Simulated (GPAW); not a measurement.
Entries from a set of simulations; values are calculated unless marked as measured.

```cif
data_tio2
_symmetry_space_group_name_H-M 'P4_2/mnm'
_symmetry_Int_Tables_number 136
_cell_length_a 4.5922
_cell_length_b 4.5922
_cell_length_c 2.9574
_cell_angle_alpha 90.000
_cell_angle_beta 90.000
_cell_angle_gamma 90.000
_cell_volume 62.37
loop_
_atom_site_label
_atom_site_type_symbol
_atom_site_symmetry_multiplicity
_atom_site_Wyckoff_symbol
_atom_site_fract_x
_atom_site_fract_y
_atom_site_fract_z
_atom_site_occupancy
Ti1 Ti 2 a 0.00000 0.00000 0.00000 1
O1 O 4 f 0.30496 0.30496 0.00000 1
_calc_subject 'TiO2 (Rutile): one start, several treatments of the self-energy'
_calc_method 'DFT, LDA, plane waves, PAW (and 3 further levels or steps)'
_calc_program 'GPAW 26.7.0'
_calc_settings_of_one_run 'cutoff 600 eV, GPAW PAW setups 1.2.1 data release, 4×4×6 k-mesh, nbands 410'
_calc_cost '6 runs, 32 min in all on 4 MPI ranks of AMD EPYC 9R14 (Zen 4), shared host (the runs of this entry)'
_calc_notes 'The cell and positions come from the Crystallography Open Database and are kept as given unless a step says otherwise. Bands and cutoff are finite, so the gap is not at the basis limit. The miss can reach some tenths of an eV and take either sign; the mesh is an error of its own. The program warns of a poor linear fit in the extrapolation of some level, so the extrapolated values are rough.'
_calc_g0w0_godby_needs_plasmon_pole '3.698 eV'
_calc_one_shot_hse06 '4.507 eV'
_calc_g0w0_extrapolated_in_the_cutoff '3.967 eV'
_calc_one_shot_hartree_fock '14.842 eV'
_calc_g0w0_full_frequency_hilbert_transform '3.646 eV'
_calc_known_limits 'not at the basis limit'
```

[Paths, hosts, dates, memory and timing lines, banners, echoed tables and standing remarks are left out of the program output.]

[Logs are printed without paths, hosts, clocks, repeated set-up lines and the standing remarks that a program may print on its own settings, such as how far it seeks lower states.]

[Runs of the session that timed out or met a known fault of the program may be left out.]

[Hosts, paths, dates, database ids (printed as entryN), source tags and the programs' standing remarks are cut or masked in the printed files.]
